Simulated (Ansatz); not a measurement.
# Dielectric function and optical constants of ScCO (model structure)

Aim: the dielectric function of ScCO (model structure), and the optical constants that follow from it. The cell was made here by substitution or stacking, whether or not such a phase is known. It was built so: All La replaced by Sc in the C2/m structure of LaCO.

Method: DFT, PBE, plane-wave PAW, default files, scalar-relativistic, independent-particle optical response without local fields, in Ansatz 0.2.0.

Most raw output is cut from this account.

## (1) Set-up

It takes space group C2/m (No. 12, monoclinic). Conventional cell: a = 6.415 Å, b = 3.628 Å, c = 6.664 Å, α = 90.00°, β = 95.30°, γ = 90.00°. Sc has 4 O at 2.18 to 2.20 Å and 4 C at 2.56 to 2.88 Å nearest. O has 4 Sc at 2.18 to 2.20 Å nearest. Nearest to C lie 1 C at 1.14 Å and 4 Sc at 2.56 to 2.88 Å and 2 O at 2.92 Å. All La replaced by Sc in the C2/m structure of LaCO. Farther neighbours and most contacts between anions are not listed.

Structure file:

```cif
data_structure
_symmetry_space_group_name_H-M 'P 1'
_symmetry_Int_Tables_number 1
_cell_length_a 3.6848
_cell_length_b 3.6848
_cell_length_c 6.6643
_cell_angle_alpha 94.610
_cell_angle_beta 94.610
_cell_angle_gamma 58.990
_cell_volume 77.22
loop_
_atom_site_label
_atom_site_type_symbol
_atom_site_fract_x
_atom_site_fract_y
_atom_site_fract_z
_atom_site_occupancy
Sc1 Sc 0.68357 0.68357 0.70754 1
Sc2 Sc 0.31643 0.31643 0.29246 1
O3 O 0.34735 0.34735 0.62070 1
O4 O 0.65265 0.65265 0.37930 1
C5 C 0.96075 0.96075 0.07332 1
C6 C 0.03925 0.03925 0.92668 1
```

## (2) Relaxation

The structure was built or cut out here, so it is relaxed before any spectrum is computed.

This step: DFT, PBE, plane-wave PAW, default files, scalar-relativistic, relaxation (Ansatz 0.2.0).

input.yaml reads:

```yaml
crystal:
  lattice:
    - [3.20726867, -1.81421121, 0.0]
    - [3.20726867, 1.81421121, 0.0]
    - [-0.61534996, 0.0, 6.63585117]
  atoms:
    - { symbol: Sc, position: [0.683567, 0.683567, 0.707545] }
    - { symbol: Sc, position: [0.316433, 0.316433, 0.292455] }
    - { symbol: O, position: [0.347352, 0.347352, 0.620698] }
    - { symbol: O, position: [0.652648, 0.652648, 0.379302] }
    - { symbol: C, position: [0.960752, 0.960752, 0.073317] }
    - { symbol: C, position: [0.039248, 0.039248, 0.926683] }
kpoints:
  mp_grid: { grid: [7, 7, 4] }
scf:
  occupations: { method: fermi_dirac, width: 0.05 }
hamiltonian:
  xc: pbe
  pseudopotentials: { kind: paw }
output:
  forces: true
  stress: true
relax:
  f_tol: 0.02
  max_steps: 50
  cell: {}
```

The run is started by

```console
> ansatz run input.yaml --threads 2 --pin off --max-ram 5120MiB --backend cpu --events-out ev --progress --plain --runs-dir out
```

Elapsed: 28 s, on 2 threads of Arm Neoverse V2, shared host; peak memory 0.42 GiB; 56 s of CPU time.

Step by step:

```tsv
step	energy less that of the first step (eV)	largest force component (eV/Å)	pressure (GPa)	volume (Å³)
1	0.0000	10.8039	-1.06	77.22
2	-1.0127	0.3811	-0.59	72.10
3	-1.0313	0.3529	0.42	70.86
4	-1.0339	0.1228	0.09	71.11
5	-1.0371	0.0668	0.09	70.94
6	-1.0373	0.0255	-0.03	71.04
7	-1.0374	0.0037	0.01	71.02
8*	-1.0273	0.0053	-0.27	71.02
9	-1.0280	0.0024	-0.01	70.87
10*	-1.0275	0.0024	-0.02	70.87
```

Relaxation steps marked * repeat the geometry before them on a plane-wave basis chosen anew for their cell, so energy and pressure can jump there.

Forces are held to the 4 operations that the run works with; a distortion that breaks them can't arise in this run.

```tsv
cell as run	before	after	change
a (Å)	3.685	3.570	-3.1 %
b (Å)	3.685	3.570	-3.1 %
c (Å)	6.664	6.682	+0.3 %
α (°)	94.61	96.17	+1.6 %
β (°)	94.61	96.17	+1.6 %
γ (°)	58.99	56.99	-3.4 %
volume (Å³/atom)	12.87	11.81	-8.2 %
```

The atoms that moved most (Å, as changes of fractional coordinates times the final cell):

```tsv
atom	dx	dy	dz	length
C5	-0.107	0.000	-0.012	0.107
C6	0.107	0.000	0.012	0.107
O4	-0.051	0.000	-0.019	0.054
O3	0.051	0.000	0.019	0.054
Sc1	0.032	0.000	-0.030	0.044
Sc2	-0.032	0.000	0.030	0.044
```

Final coordinates:

```xyz
6
Lattice="3.1367 -1.7030 -0.0513 3.1367 1.7030 -0.0513 -0.7080 0.0000 6.6447" Properties=species:S:1:pos:R:3 pbc="T T T"
Sc    3.8197    0.0000    4.6014
Sc    1.7458    0.0000    1.9407
O     1.7908    0.0000    4.1073
O     3.7746    0.0000    2.4348
C     5.8687    0.0000    0.3766
C    -0.3033    0.0000    6.1654
```

The relaxation ends with a largest force component of 0.0024 eV/Å and a pressure of -0.02 GPa.

## (3) Ground state and bands

First the ground state: is it a metal or has it a gap?

This step: DFT, PBE, plane-wave PAW, default files, scalar-relativistic, ground state (Ansatz 0.2.0).

input.yaml reads:

```yaml
crystal:
  lattice:
    - [3.1367468876, -1.7029767863, -0.051333814]
    - [3.1367468876, 1.7029767863, -0.051333814]
    - [-0.708029434, 0.0, 6.6447471084]
  atoms:
    - { symbol: Sc, position: [0.6882162269, 0.6882162269, 0.7031179749] }
    - { symbol: Sc, position: [0.3117837731, 0.3117837731, 0.2968820251] }
    - { symbol: O, position: [0.3558456527, 0.3558456527, 0.623627488] }
    - { symbol: O, position: [0.6441543473, 0.6441543473, 0.376372512] }
    - { symbol: C, position: [0.9435218189, 0.9435218189, 0.0712608588] }
    - { symbol: C, position: [0.0564781811, 0.0564781811, 0.9287391412] }
kpoints:
  mp_grid: { grid: [8, 8, 4] }
  band_path:
    path:
      - [[0.0, 0.0, 0.0], [-0.5, -0.5, 0.0], [-0.52154124, -0.52154124, 0.37544821], [-0.5, -0.5, 0.5], [-0.68379606, -0.31620394, 0.5]]
      - [[-0.31620394, 0.31620394, 0.5], [0.0, 0.0, 0.5], [-0.47845876, -0.47845876, 0.62455179]]
      - [[-0.5, -0.5, 0.0], [-0.67521446, -0.32478554, 0.0]]
      - [[-0.32478554, 0.32478554, 0.0], [0.0, 0.0, 0.0], [-0.5, 0.0, 0.0]]
      - [[-0.5, 0.0, 0.5], [0.0, 0.0, 0.0]]
    npoints: 7
scf:
  occupations: { method: fermi_dirac, width: 0.05 }
  n_extra_bands: 10
hamiltonian:
  xc: pbe
  pseudopotentials: { kind: paw }
output:
  forces: true
  stress: true
  populations: true
  write_bands: true
```

It took 6 s on 2 threads; peak memory 0.43 GiB.

This step gave:

- free energy: -5914.3447 eV
- Fermi energy: 9.416 eV
- gap by band count: 2.643 eV
- electrons: 42
- symmetry operations: 4
- pressure: -0.01533 GPa
- gap on the k-mesh: 2.643 eV
- volume: 70.87 Å³
- gap on the path: 2.643 eV
- least direct gap on the path: 2.927 eV

There is a gap, 2.64 eV on the path, so no carriers' term is needed. The cell is left with a pressure of 0.0 GPa after its relaxation.

The electronic bands at the labelled points (eV, zero at the Fermi level; v1 is the highest filled band, c1 the lowest empty one):

```tsv
point	v4	v3	v2	v1	c1	c2	c3	c4
Γ	-2.76	-2.17	-1.43	-1.33	1.61	2.49	2.54	3.20
0.43 of the way	-3.65	-2.17	-1.76	-1.54	2.61	2.66	2.87	3.07
Y	-3.13	-2.78	-2.39	-2.04	2.52	2.55	3.06	3.24
0.43 of the way	-2.79	-2.70	-2.38	-1.94	2.54	2.56	3.03	3.26
F	-2.82	-2.35	-2.24	-1.76	2.56	2.58	2.93	3.35
0.43 of the way	-2.83	-2.34	-2.16	-1.75	2.57	2.58	2.92	3.37
L	-2.83	-2.33	-2.13	-1.75	2.57	2.58	2.91	3.39
0.43 of the way	-2.87	-2.53	-2.38	-1.92	2.04	2.50	2.88	3.09
I	-3.17	-3.05	-2.60	-2.16	1.91	2.17	2.39	3.45
jump to I1	-3.17	-3.05	-2.60	-2.16	1.91	2.17	2.39	3.45
0.57 of the way	-3.12	-2.20	-1.88	-1.63	1.89	1.92	3.12	3.12
Z	-3.74	-1.77	-1.49	-1.33	1.59	2.33	2.57	2.94
0.57 of the way	-3.18	-2.33	-2.01	-1.79	2.51	2.79	2.89	3.14
F1	-2.82	-2.35	-2.24	-1.76	2.56	2.58	2.93	3.35
jump to Y	-3.13	-2.78	-2.39	-2.04	2.52	2.55	3.06	3.24
0.43 of the way	-3.33	-2.65	-2.64	-2.09	2.19	2.46	3.00	3.40
X1	-3.01	-2.75	-2.57	-2.51	1.96	2.45	2.91	3.51
jump to X	-3.01	-2.75	-2.57	-2.51	1.96	2.45	2.91	3.51
0.57 of the way	-3.17	-2.60	-2.27	-1.84	2.14	2.40	2.97	3.10
Γ	-2.76	-2.17	-1.43	-1.33	1.61	2.49	2.54	3.20
0.57 of the way	-3.22	-2.83	-2.08	-1.85	1.94	2.60	2.95	3.20
N	-2.89	-2.69	-2.42	-2.20	1.37	2.85	3.10	3.50
jump to M	-2.90	-2.78	-2.25	-2.14	1.32	2.60	2.89	3.40
0.43 of the way	-3.26	-2.40	-2.19	-1.73	1.94	2.41	3.11	3.21
Γ	-2.76	-2.17	-1.43	-1.33	1.61	2.49	2.54	3.20
```

## (4) Spectrum

The spectrum is a sum over vertical transitions between filled and empty bands at the fixed density, so many empty bands are needed.

This step: DFT, PBE, plane-wave PAW, default files, scalar-relativistic, independent-particle optical response without local fields (Ansatz 0.2.0).

input.yaml, the sections that differ from step 3:

```yaml
kpoints:
  mp_grid: { grid: [8, 8, 4] }
scf:
  occupations: { method: fixed }
output:
  optics:
    e_range: [0, 40]
    de: 0.05
    sigma: 0.1
    nscf_kmesh: { grid: [8, 8, 4] }
    bands: auto
# crystal, hamiltonian: as in step 3
```

It took 1.7 min on 2 threads; peak memory 1.7 GiB; 3.4 min of CPU time.

This step gave:

- electronic dielectric constant ε∞, mean over x, y and z (by symmetry where fewer were run): 6.050
- absorption onset, first axis (α over 10⁴ cm⁻¹, or the direct gap if that lies higher): 3.010 eV
- main peak of Im epsilon, first axis: 6.958 eV
- centre of weight of the strongest loss peak in the window: 35.57 eV
- photocurrent from vertical transitions in a film 500 nm thick on a perfect mirror (two passes), AM1.5G, no front reflection, all carriers collected: 1.859 mA/cm²
- least direct gap on the mesh: 2.927 eV
- bands summed: 91
- spectra valid up to: 46.95 eV
- program's estimate of the k-sum error in Im epsilon: 0.07 %
- electrons in the f-sum: 31.06

The Im ε has structure finer than the step of the table below, so its rows give means over 1 eV, whole bins alone (the curve runs from 0 to 40 eV). Peaks (eV: height): E ∥ x 3.8: 8.52, 7.0: 9.87, 31.2: 2.40; E ∥ y 7.0: 10.4, 11.7: 2.73, 30.9: 2.89; E ∥ z 5.0: 8.64, 7.1: 8.95, 31.2: 2.50.

Im ε against photon energy; means over each step:

```tsv
photon energy (eV)	E ∥ x	E ∥ y	E ∥ z
2	0	0	0
3	0.633	0.0958	0.450
4	7.21	2.53	7.00
5	6.51	5.58	8.14
6	7.28	6.39	7.09
7	8.79	8.70	7.93
8	5.38	6.31	5.82
9	4.08	3.23	3.72
10	2.45	1.73	1.31
11	1.39	1.64	0.965
12	0.861	2.17	0.734
13	1.31	1.59	1.22
14	1.53	1.56	1.31
15	1.08	1.19	1.28
16	1.00	1.13	1.19
17	1.30	0.846	1.32
18	1.08	0.911	0.973
19	0.987	0.997	1.08
20	1.02	1.12	1.21
21	0.891	0.896	1.03
22	0.760	0.889	0.823
23	0.563	0.555	0.587
24	0.546	0.453	0.526
25	0.503	0.502	0.434
26	0.531	0.562	0.433
27	0.487	0.468	0.423
28	0.397	0.425	0.395
29	0.368	0.417	0.458
30	0.987	1.09	1.27
31	2.09	2.09	2.11
32	2.04	2.13	2.22
33	1.66	1.95	1.66
34	0.725	0.432	0.664
35	0.312	0.335	0.346
36	0.180	0.202	0.199
37	0.198	0.216	0.189
38	0.212	0.239	0.210
39	0.264	0.248	0.241
```

Re ε against photon energy:

```tsv
photon energy (eV)	E ∥ x	E ∥ y	E ∥ z
0	6.41	5.39	6.36
1	6.59	5.49	6.54
2	7.27	5.88	7.20
3	9.79	6.89	9.45
4	7.94	9.56	9.32
5	4.96	6.04	5.32
6	3.95	5.24	3.26
7	1.52	2.40	1.18
8	-1.11	-1.02	-0.669
9	-1.15	-1.43	-2.85
10	-1.43	-0.702	-1.39
11	-0.654	1.35	-0.137
12	0.241	-0.299	0.714
13	0.859	0.301	0.908
14	0.100	0.116	0.697
15	0.601	0.401	0.837
16	0.595	0.304	0.674
17	0.658	0.559	0.605
18	0.584	0.798	0.720
19	0.712	0.907	0.798
20	0.484	0.592	0.626
21	0.469	0.625	0.485
22	0.499	0.467	0.447
23	0.526	0.458	0.512
24	0.768	0.795	0.693
25	0.779	0.853	0.762
26	0.890	0.912	0.912
27	0.901	0.986	0.988
28	1.05	1.14	1.21
29	1.35	1.41	1.53
30	2.05	2.43	2.15
31	1.30	0.263	1.59
32	0.724	1.10	0.231
33	0.0241	-0.572	-0.780
34	0.0892	-0.279	0.0979
35	-0.138	-0.00643	-0.150
36	0.171	0.181	0.119
37	0.334	0.342	0.302
38	0.456	0.443	0.423
39	0.422	0.412	0.409
40	0.472	0.457	0.433
```

Table of refractive index n and extinction k by photon energy:

```tsv
photon energy (eV)	n, E ∥ x	k, E ∥ x	n, E ∥ y	k, E ∥ y
0	2.53	0	2.32	0
2	2.70	0	2.42	0
4	3.04	1.14	3.12	0.418
6	2.53	1.56	2.58	1.19
8	1.46	1.80	1.63	1.92
10	0.806	1.44	0.806	1.16
12	0.772	0.596	0.973	1.12
14	0.914	0.857	0.936	0.872
16	0.932	0.523	0.855	0.654
18	0.957	0.576	1.02	0.484
20	0.891	0.557	0.980	0.608
22	0.844	0.463	0.875	0.546
24	0.932	0.318	0.925	0.244
26	0.982	0.273	1.01	0.314
28	1.04	0.183	1.08	0.181
30	1.46	0.299	1.58	0.254
32	1.18	0.813	1.31	0.793
34	0.656	0.584	0.335	0.625
36	0.455	0.190	0.473	0.205
38	0.690	0.142	0.687	0.170
40	0.716	0.203	0.696	0.167
```

Values under 1 per cm are given as 1. Table of absorption coefficient by photon energy:

```tsv
photon energy (eV)	E ∥ x (1/cm)	E ∥ y (1/cm)	E ∥ z (1/cm)
0.00	1	1	1
1.00	1	1	1
2.00	1	1	1
3.00	8317	10453	3683
4.00	4.6e5	1.7e5	4.3e5
5.00	6.7e5	5.2e5	7.9e5
6.00	9.5e5	7.3e5	8.8e5
7.00	1.5e6	1.4e6	1.4e6
8.00	1.5e6	1.6e6	1.5e6
9.00	1.5e6	1.4e6	1.8e6
10.00	1.5e6	1.2e6	1.3e6
11.00	1.2e6	5.0e5	8.9e5
12.00	7.3e5	1.4e6	4.8e5
13.00	8.4e5	1.1e6	8.8e5
14.00	1.2e6	1.2e6	8.8e5
15.00	9.1e5	9.7e5	8.7e5
16.00	8.5e5	1.1e6	9.0e5
17.00	1.2e6	8.3e5	1.2e6
18.00	1.1e6	8.8e5	8.7e5
19.00	9.2e5	8.7e5	9.7e5
20.00	1.1e6	1.2e6	1.3e6
21.00	1.1e6	9.9e5	1.1e6
22.00	1.0e6	1.2e6	1.1e6
23.00	7.6e5	8.0e5	8.4e5
24.00	7.7e5	5.9e5	7.3e5
25.00	7.0e5	6.6e5	5.8e5
26.00	7.2e5	8.3e5	5.6e5
27.00	6.5e5	6.2e5	5.6e5
28.00	5.2e5	5.1e5	4.9e5
29.00	4.2e5	5.2e5	4.8e5
30.00	9.1e5	7.7e5	1.2e6
31.00	2.3e6	3.1e6	2.3e6
32.00	2.6e6	2.6e6	3.4e6
33.00	3.4e6	4.2e6	3.9e6
34.00	2.0e6	2.2e6	1.8e6
35.00	1.7e6	1.4e6	1.8e6
36.00	6.9e5	7.5e5	8.4e5
37.00	6.4e5	6.6e5	6.5e5
38.00	5.5e5	6.5e5	5.9e5
39.00	7.6e5	7.4e5	7.5e5
40.00	8.2e5	6.8e5	6.7e5
```

The reflectivity at normal incidence has structure finer than the step of the table below, so its rows give means over 2 eV, whole bins alone (the curve runs from 0 to 40 eV). Peaks (eV: height): E ∥ x 3.8: 35.2, 7.8: 42.5, 9.6: 42.9, 14.0: 16.9, 17.2: 11.1, 33.5: 53.3, 34.6: 46.2; E ∥ y 8.4: 45.6, 12.0: 24.3, 30.9: 19.1, 33.6: 65.3; E ∥ z 7.3: 41.9, 9.8: 53.8, 17.3: 10.7, 33.5: 58.8, 34.7: 43.2.

The reflectivity at normal incidence by photon energy; means over each step:

```tsv
photon energy (eV)	E ∥ x (%)	E ∥ y (%)	E ∥ z (%)
2	21.6	17.6	21.4
4	31.1	25.8	32.0
6	30.8	29.1	32.0
8	38.9	40.0	40.3
10	38.2	26.1	43.6
12	17.4	16.7	11.1
14	12.1	14.1	8.18
16	7.55	9.73	7.97
18	8.29	5.08	7.15
20	7.60	7.08	7.99
22	6.33	6.85	7.59
24	2.75	2.38	3.11
26	1.84	1.73	1.28
28	1.05	1.17	1.12
30	5.68	7.54	6.52
32	16.2	15.8	18.9
34	36.0	42.6	37.4
36	19.4	16.4	20.9
38	4.80	5.11	5.54
```

Optical constants at common wavelengths, from n + ik = √ε:

```tsv
wavelength (nm)	n x	k x	R (%) x	1/α x	n y	k y	R (%) y	1/α y
532	2.78	0.000	22.1	over 1 mm	2.47	0.000	18.0	over 1 mm
450	2.94	0.000	24.3	over 1 mm	2.56	0.001	19.2	35 µm
405	3.17	0.059	27.1	547 nm	2.64	0.033	20.2	974 nm
365	3.62	0.265	32.4	109 nm	2.77	0.024	22.1	1.2 µm
308	3.05	1.158	31.3	21 nm	3.12	0.443	27.3	55 nm
248	2.59	1.318	29.1	15 nm	2.66	1.022	26.3	19 nm
193	2.43	1.455	30.0	11 nm	2.63	1.326	29.5	12 nm
```

Rows near the edge hang on the gap, which this functional as a rule makes too small, and phonon-assisted absorption is left out.

A film 1 µm thick would pass 66 % of daylight and look faintly yellow-green in transmission (x = 0.321, y = 0.342). A larger true gap would move the edge to shorter wavelengths and change the colour.

The f-sum over the summed bands holds 31.1 of the cell's 42 electrons outside the frozen cores, 22 of which lie in bands more than 12 eV below the Fermi level, whose transitions come at higher energies. Up to 40 eV the strength has a mean oscillator energy of 10.1 eV, well above the main peak, so higher transitions carry much of it.

## (5) Static response with local fields

A static field by perturbation theory: the induced potential is included, and the Born charges come with it.

This step: DFT, PBE, plane-wave PAW, default files, scalar-relativistic, static field response by perturbation theory with local fields (Ansatz 0.2.0).

Edit input.yaml of step 4 so:

```diff
@@ -19,8 +19,2 @@
   pseudopotentials: { kind: paw }
-output:
-  optics:
-    e_range: [0, 40]
-    de: 0.05
-    sigma: 0.1
-    nscf_kmesh: { grid: [8, 8, 4] }
-    bands: auto
+dielectric: {}
```

Elapsed: 2 min, on 2 threads; peak memory 1.3 GiB.

This step gave:

| Quantity | Value |
| --- | --- |
| electronic dielectric constant ε∞, mean over x, y and z (by symmetry where fewer were run) | 5.580 |

ε∞ with local fields:

```
 5.86  0.00 -0.35
 0.00  5.12  0.00
-0.35  0.00  5.77
```

Diagonal elements. Born, by row:

```tsv
atom	Z*xx (e)	Z*yy (e)	Z*zz (e)
Sc1	3.948	3.727	3.8
Sc2	3.948	3.727	3.8
O3	-2.741	-2.553	-2.54
O4	-2.741	-2.553	-2.54
C5	-1.207	-1.175	-1.26
C6	-1.207	-1.175	-1.26
```

The principal values of the ε∞ with local fields are 5.12, 5.46 and 6.16.

## (6) What came out

```json
{"gap on the path": "2.64 eV", "least direct gap on the path": "2.93 eV", "electronic dielectric constant ε∞, mean over x, y and z (by symmetry where fewer were run) (independent particles)": "6.05", "absorption onset, first axis (α over 10⁴ cm⁻¹, or the direct gap if that lies higher)": "3.01 eV", "main peak of Im epsilon, first axis": "6.96 eV", "centre of weight of the strongest loss peak in the window, first axis": "35.6 eV", "photocurrent from vertical transitions in a film 500 nm thick on a perfect mirror (two passes), AM1.5G, no front reflection, all carriers collected": "1.86 mA/cm²", "electronic dielectric constant ε∞, mean over x, y and z (by symmetry where fewer were run) (static response with local fields)": "5.58"}
```

What this shows: At this level (PBE, independent particles) ScCO has a mean ε∞ = 6.05 (5.58 with local fields) and n = 2.55 at 1550 nm (E ∥ x); absorption sets in near 3.0 eV, and Im ε peaks at 7.0 eV (E ∥ x). The cell shrank by 8.2 % in volume. The gap is indirect (2.64 eV), so absorption without phonons can begin only at the direct gap of 2.93 eV. The absorption coefficient passes 10⁴ cm⁻¹ at 3.01 eV, inside the visible range. The strongest loss structure up to 40 eV has its centre of weight at 35.6 eV; a free-electron gas of the 31.1 electrons in the f-sum would put its plasmon at 24.6 eV. Distinct maxima of Im ε, read by a parabola through the highest points, lie at 3.83 eV (8.6), 4.18 eV (7.7), 5.93 eV (7.9) and 6.96 eV (9.9) for E ∥ x. The f-sum over the summed bands holds 31.1 of the cell's 42 electrons outside the frozen cores, 22 of which lie in bands more than 12 eV below the Fermi level, whose transitions come at higher energies. Up to 40 eV the strength has a mean oscillator energy of 10.1 eV, well above the main peak, so higher transitions carry much of it. A film 1 µm thick would pass 66 % of daylight and look faintly yellow-green in transmission (x = 0.321, y = 0.342). A larger true gap would move the edge to shorter wavelengths and change the colour. In the base spectrum excitons and phonon-assisted transitions are missing, and so are local fields; PBE gaps are as a rule too small, which pulls the onset down and ε∞ up. In the base run ε includes the program's bounded estimate of what the bands above those summed add.

[Logs are printed without paths, hosts, clocks, repeated set-up lines and the standing remarks that a program may print on its own settings, such as how far it seeks lower states.]

[Hosts, paths, dates, database ids (printed as entryN), source tags and the programs' standing remarks are cut or masked in the printed files.]
